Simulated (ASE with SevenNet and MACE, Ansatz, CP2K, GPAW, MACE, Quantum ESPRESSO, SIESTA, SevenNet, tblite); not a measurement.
# Σ7 (111) twist boundary in CsBr (84 atoms) in machine-learned potentials

Aim: run Σ7 (111) twist boundary in CsBr (84 atoms) in machine-learned potentials and see how near its forces come to a plane-wave reference, and at what cost.

Main program and level: ASE with SevenNet and MACE; the method is named at each step.

### 1. The starting structure

The cell holds 84 atoms: 42 Cs and 42 Br. Cell: a = 16.052 Å, b = 16.052 Å, c = 16.126 Å, α = 90.0°, β = 90.0°, γ = 60.0°. It derives from CsBr (CsCl-type). CsCl-type CsBr (a = 4.29 Å); two grains turned against each other by 81.79 deg about [111]; 1 x 1 coincidence cells, 1 lattice periods a grain, two boundaries a cell, upper grain shifted by [0.246, 0] of the boundary cell and opened by 1.98 Å, no atom removed; minimised with a classical potential (one cell length free). Then every atom was moved at random, 0.03 Å r.m.s. a Cartesian component. Regions: lower grain, 42 atoms (21 Cs and 21 Br); upper grain, 42 atoms (21 Cs and 21 Br). The structure's axis is c.

The yardstick, on the same geometry:

* method: Kohn-Sham DFT, PBE, PAW, plane waves (Ansatz 0.2.0); cutoff 420 eV, Γ point, fermi-dirac smearing of 0.05 eV; PAW set soft_2
* r.m.s. force component: 0.1095 eV/Å
* longest force: 0.4964 eV/Å
* pressure: 0.9137 GPa
* gap (highest filled to lowest empty level): 3.583 eV
* SCF cycles: 6
* time: 24 s on 8 threads of Arm Neoverse V2, shared host
* CPU time: 3 min

### 2. SevenNet 0 potential

Method: machine-learned interatomic potential SevenNet 0, trained on PBE(+U) plane-wave data.

run.py reads:

```python
import numpy as np
from ase.io import read
import mlip  # loads the published weights by name

atoms = read("structure.xyz")
atoms.calc = mlip.calc("7net-0")
energy = atoms.get_potential_energy()
forces = atoms.get_forces()
print(f"energy {energy:.6f} eV")
print("forces (eV/A)")
for i, (a, f) in enumerate(zip(atoms, forces)):
    print(f"{i:4d} {a.symbol:2s} {f[0]:10.5f} {f[1]:10.5f} {f[2]:10.5f}")
stress = -atoms.get_stress(voigt=False) * 160.21766
print("stress (GPa, compression positive)")
for row in stress:
    print(" ".join(f"{x:10.4f}" for x in row))
```

structure.xyz reads:

```xyz
84
Lattice="16.05171 0.00000 0.00000 8.02586 13.90119 0.00000 0.00000 0.00000 16.12598" Properties=species:S:1:pos:R:3 pbc="T T T"
Cs 13.48569 9.59182 1.24235
Br 13.48464 9.66202 4.75668
Cs 12.48920 13.05683 3.61141
Br 13.16209 11.91276 7.65097
Cs 1.22531 0.09661 1.06641
Br 1.12394 0.01529 4.66557
Cs 17.94260 5.93720 0.60698
Br 18.25682 5.99266 4.55607
Cs 15.98197 3.31279 3.39081
Br 15.77506 3.31474 6.99948
Cs 19.36093 12.05761 1.11156
Br 19.38509 12.03273 4.52043
Cs 17.11514 9.18785 3.26309
Br 17.35511 9.26792 6.86757
Cs 14.94198 6.66020 6.05595
Br 14.80385 6.50103 2.42293
Cs 15.93887 12.42044 5.44913
Br 15.86022 12.37456 1.91722
Cs 6.59934 1.81021 1.25009
Br 6.57960 1.83301 4.81102
Cs 7.67392 8.41092 0.62730
Br 7.81967 8.13261 4.16582
Cs 5.41641 5.38268 3.17375
Br 5.38696 5.38365 6.71002
Cs 3.15023 2.74229 6.03225
Br 3.31990 2.56296 2.50098
Cs 6.74533 11.51144 3.10651
Br 6.77896 11.63252 6.65035
Cs 20.70823 8.70395 5.69312
Br 20.47653 8.61651 2.06961
Cs 12.27057 4.14144 1.18687
Br 12.21840 4.15701 4.81361
Cs 10.13954 1.33674 3.34001
Br 10.04917 1.20940 7.40602
Cs 11.14254 7.29409 3.43483
Br 8.99321 7.38473 7.88448
Cs 8.76672 4.66760 5.50751
Br 8.78462 4.62632 1.97043
Cs 10.06419 10.53585 5.97258
Br 10.24300 10.72046 2.14637
Cs 13.51225 0.83477 5.50476
Br 13.61947 0.88092 2.01978
Cs 2.71563 0.08674 9.07006
Br 2.80857 0.06005 12.71001
Cs 13.35101 1.80854 9.27631
Br 13.37348 1.79437 12.88772
Cs 7.72023 4.17091 9.20890
Br 7.71630 4.17578 12.89127
Cs 9.94355 1.39040 11.38188
Br 9.95535 1.28739 15.42531
Cs 18.06604 6.03256 8.58531
Br 17.88426 6.00045 12.62116
Cs 4.01887 3.29180 11.49057
Br 4.23500 3.33059 15.01813
Cs 6.51001 0.86618 13.56388
Br 6.32036 0.90942 10.09277
[... 24 atom lines left out ...]
Cs 9.95046 10.50485 14.01428
Br 9.75455 10.68320 10.26564
Cs 20.10373 12.39972 13.52244
Br 20.24129 12.29463 9.98118
```

The run is started by

```console
$ OMP_NUM_THREADS=1 python run.py > output.txt
```

What it wrote:

```text
energy -244.696976 eV
forces (eV/A)
   0 Cs   -0.04963   -0.00214   -0.07828
   1 Br   -0.00997   -0.04321    0.00699
   2 Cs   -0.00838   -0.02468    0.15979
   3 Br   -0.09724    0.02784   -0.06289
   4 Cs    0.05289   -0.06146   -0.11732
   5 Br    0.12773    0.02611    0.08049
   6 Cs   -0.00773    0.10452   -0.11312
   7 Br   -0.19804   -0.06765   -0.00472
   8 Cs   -0.07021    0.04785    0.17632
   9 Br    0.06325    0.04910    0.02506
  10 Cs   -0.05854   -0.04304   -0.18453
  11 Br   -0.08855    0.00291   -0.05140
  12 Cs    0.10989   -0.02042    0.04940
  13 Br    0.03922    0.02711    0.04900
  14 Cs    0.04851   -0.06231   -0.12008
  15 Br    0.02402    0.02997    0.01559
  16 Cs    0.11545    0.04839    0.07458
  17 Br   -0.09530    0.02298    0.10679
  18 Cs    0.16799    0.14496   -0.10209
  19 Br    0.05340   -0.09629   -0.04196
  20 Cs    0.13247   -0.04283    0.05168
  21 Br    0.07421   -0.07198   -0.03206
  22 Cs    0.06390    0.00186    0.02485
  23 Br   -0.01827   -0.12582    0.13717
[...]
76 Cs    0.06823    0.00449   -0.02208
  77 Br    0.04040   -0.06630   -0.12478
  78 Cs    0.03739    0.00153    0.16125
  79 Br    0.06198    0.06156   -0.20270
  80 Cs    0.27573    0.02455    0.06939
  81 Br    0.04386    0.14411   -0.12717
  82 Cs   -0.11152    0.03590    0.12941
  83 Br    0.03933    0.12732    0.08337
stress (GPa, compression positive)
    0.9002    -0.0108    -0.0156
   -0.0108     0.8646     0.0581
   -0.0156     0.0581     1.5902
```

The job ended after 6.2 s (1 thread of Arm Neoverse V2, shared host; peak memory 0.65 GiB).

Banners, paths, timers and routine set-up lines are dropped from the logs unmarked, and long logs keep their key lines alone; longer cuts are marked.

Compared with the plane-wave run:

```yaml
r_m_s_force_component: 0.09478 eV/Å
r_m_s_difference_of_force_components: 38.6 meV/Å
longest_difference_of_force_vectors: 133.6 meV/Å
force_difference_over_r_m_s_force: 35.25 %
slope_of_forces_against_the_reference_s: 0.8125
correlation_of_force_components: 0.9386
pressure: 1.118 GPa
pressure_difference: 0.2046 GPa
```

Length of the force difference by element (eV/Å):

```
element  atoms   mean  most
     Br     42  0.054  0.13
     Cs     42  0.065  0.13
```

A closer look about Cs27, which has 8 bonded neighbours where the commonest count for Cs is 7: 9 atoms, nearest first, numbered in the order of the input, with positions taken from that point.

```
atom      x      y      z  distance (Å)  bonds      Fx      Fy  Fz (eV/Å)
Cs27   0.00   0.00   0.00          0.00      8   0.016  -0.131      0.261
Br80   0.12   0.36  -3.47          3.49      7   0.062   0.062     -0.203
Br28   0.03   0.12   3.54          3.55      5  -0.057  -0.106      0.094
Br42  -1.15   3.27  -1.09          3.63      7   0.091   0.174     -0.032
Br22   1.07  -3.38   1.06          3.70      7   0.074  -0.072     -0.032
Br40   3.50  -0.79  -0.96          3.71      8  -0.019   0.144     -0.073
Br12  -3.41   0.52   1.41          3.73      7  -0.089   0.003     -0.051
 Br6   2.40   2.41   1.56          3.74      7   0.128   0.026      0.080
Br30  -2.32  -2.89  -1.04          3.85      7  -0.057  -0.062     -0.091
```

Atoms are counted from 1 here, from 0 in the log.

Forces lie 35 % from the reference's, at 0.034 times its CPU time (on 1 against 8 cores).

### 3. MACE MP-0b3 medium potential

Method: machine-learned interatomic potential MACE MP-0b3 medium, trained on PBE(+U) plane-wave data.

Edit run.py of step 2 so:

```diff
@@ -5,3 +5,3 @@
 atoms = read("structure.xyz")
-atoms.calc = mlip.calc("7net-0")
+atoms.calc = mlip.calc("mace-mp-0b3-medium")
 energy = atoms.get_potential_energy()
```

structure.xyz is that of step 2.

What it wrote:

```text
energy -243.636760 eV
forces (eV/A)
   0 Cs   -0.01442   -0.01551   -0.15567
   1 Br    0.00875   -0.06517   -0.01840
   2 Cs   -0.02272   -0.00619    0.09936
   3 Br   -0.13977   -0.00021   -0.01153
   4 Cs    0.04628   -0.10413   -0.10136
   5 Br    0.08837    0.05498    0.00793
   6 Cs   -0.01839    0.08742   -0.13365
   7 Br   -0.20455   -0.05455   -0.01732
   8 Cs   -0.07750    0.06573    0.18536
   9 Br    0.03431    0.13123   -0.06225
  10 Cs   -0.07888   -0.05227   -0.25885
  11 Br   -0.10722   -0.00735   -0.03680
  12 Cs    0.08729   -0.01380    0.09219
  13 Br    0.02579   -0.02275    0.00451
  14 Cs    0.00900   -0.07766   -0.23565
  15 Br    0.02837    0.05717    0.03211
  16 Cs    0.08546    0.05727    0.12624
  17 Br   -0.10342    0.01498    0.14290
  18 Cs    0.13127    0.11797   -0.19492
  19 Br    0.08496   -0.06784   -0.06868
  20 Cs    0.12001   -0.03425    0.06577
  21 Br    0.03689   -0.07217   -0.04600
  22 Cs    0.08296   -0.01297    0.04397
  23 Br   -0.04361   -0.10033    0.17858
[...]
76 Cs    0.03140    0.01420    0.08304
  77 Br    0.03942   -0.07053   -0.10374
  78 Cs    0.04486    0.01768    0.08661
  79 Br    0.10131    0.03225   -0.14642
  80 Cs    0.26683    0.02627    0.08204
  81 Br    0.05561    0.12754   -0.10971
  82 Cs   -0.08186    0.05397    0.19051
  83 Br    0.05514    0.12346    0.11492
stress (GPa, compression positive)
    0.5485    -0.0130    -0.0217
   -0.0130     0.5079     0.0362
   -0.0217     0.0362     1.5323
```

Elapsed: 6.5 s, on 1 thread; peak memory 0.73 GiB.

Against the reference:

```
r.m.s. force component                  : 0.1054 eV/Å
r.m.s. difference of force components   : 20.08 meV/Å
longest difference of force vectors     : 64.92 meV/Å
force difference over r.m.s. force      : 18.34 %
slope of forces against the reference's : 0.9461
correlation of force components         : 0.9833
pressure                                : 0.8629 GPa
pressure difference                     : -0.0508 GPa
```

Against the first run (35 %), the force difference from the reference is 18 %, at 1.0 times the CPU time.

### 4. SevenNet l3i5 potential

Method: machine-learned interatomic potential SevenNet l3i5, trained on PBE(+U) plane-wave data.

Edit run.py of step 3 so:

```diff
@@ -5,3 +5,3 @@
 atoms = read("structure.xyz")
-atoms.calc = mlip.calc("mace-mp-0b3-medium")
+atoms.calc = mlip.calc("7net-l3i5")
 energy = atoms.get_potential_energy()
```

structure.xyz is that of step 3.

What it wrote:

```text
energy -244.589050 eV
forces (eV/A)
   0 Cs   -0.05099   -0.01220   -0.12356
   1 Br    0.01478   -0.02758   -0.01477
   2 Cs   -0.00699   -0.02778    0.13919
   3 Br   -0.13150    0.01945   -0.04670
   4 Cs   -0.03261   -0.12207   -0.06876
   5 Br    0.14354    0.05751    0.07615
   6 Cs   -0.02010    0.12654   -0.14557
   7 Br   -0.21552   -0.07547   -0.01534
   8 Cs   -0.06640    0.04673    0.16026
   9 Br    0.03911    0.13566   -0.05302
  10 Cs   -0.07118   -0.03097   -0.25807
  11 Br   -0.11138    0.00306   -0.06396
  12 Cs    0.11714   -0.01738    0.06950
  13 Br    0.02345   -0.01477    0.01865
  14 Cs    0.00545   -0.06645   -0.15863
  15 Br    0.05095    0.02127    0.03902
  16 Cs    0.11456    0.05458    0.13284
  17 Br   -0.11185    0.02569    0.13734
  18 Cs    0.17669    0.11956   -0.16001
  19 Br    0.03982   -0.09755   -0.05246
  20 Cs    0.13271   -0.07537    0.07152
  21 Br    0.07948   -0.06481   -0.06134
  22 Cs    0.09832    0.01979    0.05125
  23 Br   -0.05802   -0.14518    0.15302
[...]
76 Cs    0.07241    0.00415    0.04280
  77 Br    0.06446   -0.07130   -0.10984
  78 Cs    0.03909   -0.00637    0.13681
  79 Br    0.09629    0.05760   -0.18791
  80 Cs    0.32210    0.04435    0.10062
  81 Br    0.03565    0.16633   -0.14037
  82 Cs   -0.11870    0.04151    0.19236
  83 Br    0.06173    0.14401    0.10721
stress (GPa, compression positive)
    0.8362    -0.0103    -0.0218
   -0.0103     0.8109     0.0586
   -0.0218     0.0586     1.5520
```

Wall time 6.9 s (1 thread); peak memory 0.84 GiB.

Compared with the plane-wave run:

```yaml
r_m_s_force_component: 0.1066 eV/Å
r_m_s_difference_of_force_components: 24.79 meV/Å
longest_difference_of_force_vectors: 130 meV/Å
force_difference_over_r_m_s_force: 22.64 %
slope_of_forces_against_the_reference_s: 0.9483
correlation_of_force_components: 0.974
pressure: 1.066 GPa
pressure_difference: 0.1527 GPa
```

Against the first run (35 %), the force difference from the reference is 23 %, at 1.1 times the CPU time.

### 5. Side by side

Differences are against the plane-wave reference, forces as r.m.s. over components; share is that over the reference's r.m.s. force, slope the least-squares factor from reference forces to these. Total energies of different programs have different zeros and aren't compared.

```
                         run  Δ force, r.m.s. (meV/Å)  share (%)  slope  Δ pressure (GPa)  cores  CPU time  memory (GiB)
                   reference                        -          -      -                 -      8     3 min           4.2
        SevenNet 0 potential                     38.6       35.3  0.812             0.205      1     6.2 s          0.65
MACE MP-0b3 medium potential                     20.1       18.3  0.946           -0.0508      1     6.5 s          0.73
     SevenNet l3i5 potential                     24.8       22.6  0.948             0.153      1     6.9 s          0.84
```

Times of the machine-learned potentials are mostly Python's start and the loading of weights.

CPU time is summed over cores on a shared host, where runs went side by side, so it is rough. Symmetry, cutoffs, thresholds, outputs and thread counts weren't matched or tuned between programs; memory under MPI is the largest rank's times the ranks.

### 6. What came out

```
nearest in forces : MACE MP-0b3 medium potential, 18 %
its CPU time      : 6.5 s
```

**Reading.** Machine-learned potentials differ by 18 % (MACE MP-0b3 medium potential) to 35 % (SevenNet 0 potential); they were trained on other programs' data. Among those trained on PBE data the slope goes as low as 0.81. Machine-learned potentials mimic data converged in k, so the reference's own k-point error enters their differences. The host structure and its lattice constant were typed by rule, without a check against the phase diagram. The electronic-structure runs sample only Γ, in a cell whose shortest periodic width is 14 Å. Spin–orbit coupling is left out, which matters for the levels of the heavy elements.

[Also dropped from logs without a mark: logging warnings of Python, and SIESTA's first energy breakdown and zero terms.]

[Logs are printed without paths, hosts, clocks, repeated set-up lines and the standing remarks that a program may print on its own settings, such as how far it seeks lower states.]

[Hosts, paths, dates, database ids (printed as entryN), source tags and the programs' standing remarks are cut or masked in the printed files.]
